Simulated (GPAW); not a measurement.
# Ballistic transport through a Cu chain with two Mg atoms in line, from relaxation to T(E), part 2 of 2

Aim: the conductance of a Cu chain with two Mg atoms in line after relaxation, and whether geometry, basis or functional moves it most.

GPAW 26.7.0; GPAW LCAO, PAW setups; relaxation of the junction within the symmetry of its start, lead ends held (the session's first sound run).

So far, transmission at the Fermi level (one spin): step 3 (double-zeta polarised basis, PBE, GPAW) 0.924; step 4 (basis szp(dzp), PBE, GPAW) 0.931; step 5 (basis sz(dzp), PBE, GPAW) 0.906; step 6 (LDA) 0.937.

## 7. Without the relaxation: geometry = "as built"

Level of this step: GPAW LCAO, PAW setups; Landauer transmission from Green's functions with principal layers (ASE), zero bias (GPAW).

The dzp basis with PBE on the structure as first built shows what the relaxation was worth.

run.py reads:

```python
import json
import numpy as np
from ase import Atoms
from ase.transport.calculators import TransportCalculator
from gpaw import GPAW, FermiDirac
from gpaw.lcao.tools import get_lcao_hamiltonian
from scipy.linalg import eigh

# The junction with lead layers at both ends, along the third cell vector
device = Atoms(
    ['Cu', 'Cu', 'Cu', 'Cu', 'Cu', 'Cu', 'Mg', 'Mg', 'Cu', 'Cu', 'Cu', 'Cu', 'Cu', 'Cu'],
    positions=[
        [4.50000, 4.50000, 1.15000],
        [4.50000, 4.50000, 3.45000],
        [4.50000, 4.50000, 5.75000],
        [4.50000, 4.50000, 8.05000],
        [4.50000, 4.50000, 10.35000],
        [4.50000, 4.50000, 12.65000],
        [4.50000, 4.50000, 15.24690],
        [4.50000, 4.50000, 18.24690],
        [4.50000, 4.50000, 20.84380],
        [4.50000, 4.50000, 23.14380],
        [4.50000, 4.50000, 25.44380],
        [4.50000, 4.50000, 27.74380],
        [4.50000, 4.50000, 30.04380],
        [4.50000, 4.50000, 32.34380]],
    cell=[[9.0, 0.0, 0.0], [0.0, 9.0, 0.0], [0.0, 0.0, 33.4938]],
    pbc=True)

# One principal layer of the lead: the first 3 atoms of the device
lead = Atoms(
    ['Cu', 'Cu', 'Cu'],
    positions=[
        [4.50000, 4.50000, 1.15000],
        [4.50000, 4.50000, 3.45000],
        [4.50000, 4.50000, 5.75000]],
    cell=[[9.0, 0.0, 0.0], [0.0, 9.0, 0.0], [0.0, 0.0, 6.9]],
    pbc=True)

settings = dict(mode='lcao', basis='dzp', xc='PBE', h=0.2,
                occupations=FermiDirac(0.1), maxiter=250,
                mixer=dict(beta=0.1, nmaxold=8, weight=100.0),
                convergence=dict(density=0.0001))
energies = np.arange(-2, 2 + 1e-9, 0.025)
eta = 0.0001
n1, n2 = 1, 1
# k and -k transmit alike, so half of the mesh across the current serves
mesh = [(i, j) for i in range(n1) for j in range(n2) if (i, j) <= (-i % n1, -j % n2)]
weights = np.array([1 if (i, j) == (-i % n1, -j % n2) else 2 for i, j in mesh]) / (n1 * n2)

# [... helper functions left out ...]
fermi_lead = ground_state(lead, (1, 1, 16), 'lead.txt')
fermi_device = ground_state(device, (1, 1, 3), 'device.txt')
# [... loop over the mesh left out, but for ...]
        # Shift the lead onto the potential of the device's first layer
        shift = ((H[:, 0, 0] - H0[:, 0, 0]) / S0[0, 0]).real.mean()
# [...]
kT = 8.617333e-5 * 300
bias = [0.1, 0.2, 0.5, 1.0, 1.5, 2.0]
# [... integrals and printing left out ...]
```

Run with:

```bash
$ OMP_NUM_THREADS=1 OPENBLAS_NUM_THREADS=1 python run.py
```

The log of the run:

```text
basis functions: device 218, principal layer 45
Fermi level: lead -3.6828 eV, device -3.3702 eV; lead shifted by -0.0025 eV
largest coupling past the next layer 4.59e-05 eV, largest misfit of the first layer 0.009 eV
  E-E_F (eV)   T (one spin)  [channel counts left out]
    -2.000    9.0004e-01
    -1.975    8.9776e-01
    -1.950    8.9585e-01
[...]
1.975    6.9745e-01
     2.000    6.9418e-01
conductance at 300 K: 0.94466 G0 a cell; thermopower 0.3905 uV/K
current from the zero-bias T(E) at 0.1 V: 7.3184 uA
current from the zero-bias T(E) at 0.2 V: 14.632 uA
current from the zero-bias T(E) at 0.5 V: 36.486 uA
current from the zero-bias T(E) at 1.0 V: 72.724 uA
current from the zero-bias T(E) at 1.5 V: 108.73 uA
current from the zero-bias T(E) at 2.0 V: 144.43 uA
```

The job ended after 63 s (1 thread of Arm Neoverse V1, shared host; peak memory 1 GiB).

This step gave:

- conductance: 0.9447 G₀
- largest coupling past the next principal layer: 4.59e-5 eV
- largest misfit of the first principal layer: 0.009212 eV
- shift that aligns the lead: -0.002472 eV
- transmission at the Fermi level (one spin): 0.9449

The conductance, 0.945 G₀, lies 2.2 % above that of the dzp run.

## 8. Cost and result by level

Times are for 1 thread of Arm Neoverse V1, shared host. The runs compared:

| no. | run | conductance (G₀) | time | memory (GiB) |
| --- | --- | --- | --- | --- |
| 1 | dzp | 0.9239 | 56 s | 1.0 |
| 2 | szp | 0.9305 | 45 s | 1 |
| 3 | sz | 0.9060 | 36 s | 0.96 |
| 4 | dzp LDA | 0.9368 | 47 s | 1.0 |
| 5 | asbuilt | 0.9447 | 63 s | 1.0 |

## 9. Comparison

The curves are compared point by point over the common energies.

This step: comparison of transmission and cost over codes, levels and geometry (GPAW 26.7.0).

Ladder, by row:

| step | code | T at the Fermi level (sum over the listed spins) | conductance (G0) | r.m.s. T(E) from the first | wall time (s) | peak memory (GiB) | threads |
| --- | --- | --- | --- | --- | --- | --- | --- |
| dzp | GPAW | 0.9242 | 0.9239 | 0 | 56.21 | 1.02 | 1 |
| szp | GPAW | 0.9308 | 0.9305 | 0.03234 | 45.27 | 1 | 1 |
| sz | GPAW | 0.906 | 0.906 | 0.0361 | 35.79 | 0.96 | 1 |
| dzp-LDA | GPAW | 0.9371 | 0.9368 | 0.01668 | 46.55 | 1.02 | 1 |
| asbuilt | GPAW | 0.9449 | 0.9447 | 0.04079 | 63.21 | 1.02 | 1 |

Table of transmission, zone mean, sum over the listed spins by energy, zero at the Fermi level:

| energy (eV) | dzp | szp | sz | dzp-LDA | asbuilt |
| --- | --- | --- | --- | --- | --- |
| -2.000 | 0.996 | 0.989 | 0.977 | 0.993 | 0.900 |
| -1.800 | 0.997 | 0.996 | 0.987 | 0.998 | 0.892 |
| -1.600 | 0.984 | 0.999 | 0.993 | 0.984 | 0.909 |
| -1.575 | 0.982 | 0.999 | 0.994 | 0.982 | 0.913 |
| -1.400 | 0.977 | 0.998 | 0.992 | 0.974 | 0.967 |
| -1.200 | 0.946 | 0.993 | 0.989 | 0.925 | 0.951 |
| -1.000 | 0.956 | 0.983 | 0.985 | 0.953 | 0.996 |
| -0.875 | 0.989 | 0.989 | 0.998 | 0.987 | 0.996 |
| -0.800 | 0.996 | 0.997 | 0.990 | 0.995 | 0.994 |
| -0.775 | 0.997 | 0.998 | 0.984 | 0.997 | 0.992 |
| -0.750 | 0.997 | 0.997 | 0.978 | 0.997 | 0.990 |
| -0.600 | 0.980 | 0.971 | 0.951 | 0.984 | 0.973 |
| -0.400 | 0.957 | 0.954 | 0.940 | 0.963 | 0.960 |
| -0.200 | 0.929 | 0.936 | 0.927 | 0.938 | 0.947 |
| 0.000 | 0.924 | 0.931 | 0.906 | 0.937 | 0.945 |
| 0.200 | 0.907 | 0.914 | 0.884 | 0.923 | 0.931 |
| 0.400 | 0.885 | 0.895 | 0.863 | 0.903 | 0.911 |
| 0.600 | 0.860 | 0.874 | 0.842 | 0.881 | 0.886 |
| 0.800 | 0.835 | 0.855 | 0.824 | 0.858 | 0.859 |
| 1.000 | 0.811 | 0.839 | 0.810 | 0.835 | 0.830 |
| 1.200 | 0.789 | 0.825 | 0.802 | 0.814 | 0.802 |
| 1.400 | 0.769 | 0.814 | 0.799 | 0.794 | 0.774 |
| 1.600 | 0.749 | 0.805 | 0.803 | 0.774 | 0.747 |
| 1.800 | 0.728 | 0.796 | 0.813 | 0.753 | 0.721 |
| 2.000 | 0.706 | 0.788 | 0.827 | 0.731 | 0.694 |

## 10. A varied run

One more run, with changed settings.

This step: GPAW LCAO, PAW setups; Landauer transmission from Green's functions with principal layers (ASE), zero bias (GPAW 26.7.0).

Changes to run.py since step 7:

```diff
@@ -17,6 +17,6 @@
         [4.50000, 4.50000, 10.35000],
-        [4.50000, 4.50000, 12.65000],
-        [4.50000, 4.50000, 15.24690],
-        [4.50000, 4.50000, 18.24690],
-        [4.50000, 4.50000, 20.84380],
+        [4.50000, 4.50000, 12.70925],
+        [4.50000, 4.50000, 15.20514],
+        [4.50000, 4.50000, 18.28866],
+        [4.50000, 4.50000, 20.78455],
         [4.50000, 4.50000, 23.14380],
@@ -39,4 +39,4 @@
 
-settings = dict(mode='lcao', basis='dzp', xc='PBE', h=0.2,
-                occupations=FermiDirac(0.1), maxiter=250,
+settings = dict(mode='lcao', basis='sz', xc='PBE', h=0.2,
+                occupations=FermiDirac(0.1), maxiter=50,
                 mixer=dict(beta=0.1, nmaxold=8, weight=100.0),
```

The log of the run:

```text
FileNotFoundError: Could not find required basis set file "Cu.sz.basis".
```

Run time: 0.92 s. Hardware: 1 thread; peak memory 0.1 GiB.

The input was rejected at the start.

The program's message: “FileNotFoundError: Could not find required basis set file "Cu.sz.basis".”

The change that led to it: basis = "sz".

## 11. Summary of results

| Property | Result |
| --- | --- |
| conductance | 0.924 G₀ |
| transmission at the Fermi level, mean of the spins | 0.924 |

What this shows: In the dzp basis the junction conducts 0.924 G₀ at 300 K, with T = 0.924 a spin at the Fermi level; the sz basis reaches that conductance within 10 %. Relaxation moved atoms by up to 0.059 Å and took the conductance from 0.945 to 0.924 G₀, as a ratio about as much as the step from dzp to the minimal basis. At the Fermi level one eigenchannel carries the current (0.92). Measured against the first run (dzp), the nearest curve is that of dzp-LDA (r.m.s. 0.017) and the farthest that of asbuilt (0.041). Over the compared runs wall time goes from 36 s (sz) to 63 s (asbuilt), on a shared host. The leads kept an estimated spacing and the cell its length, so the junction may be under some tension or compression. The geometry comes from the orbital basis, which tends to overbind, and kept the symmetry of the start, so a structure of lower symmetry may lie lower. An evenly spaced straight chain is an idealisation: free chains tend to dimerise, zigzag or, where a band edge lies near the Fermi level, turn magnetic. The currents use the zero-bias T(E) throughout, which holds only while the bias is small against the distance to the nearest feature. The thermopower isn't quoted: it samples T(E) farther from the Fermi level than the conductance does, and the energy grid wasn't tested for it.

[Logs are printed without paths, hosts, clocks, repeated set-up lines and the standing remarks that a program may print on its own settings, such as how far it seeks lower states.]

[Hosts, paths, dates, database ids (printed as entryN), source tags and the programs' standing remarks are cut or masked in the printed files.]
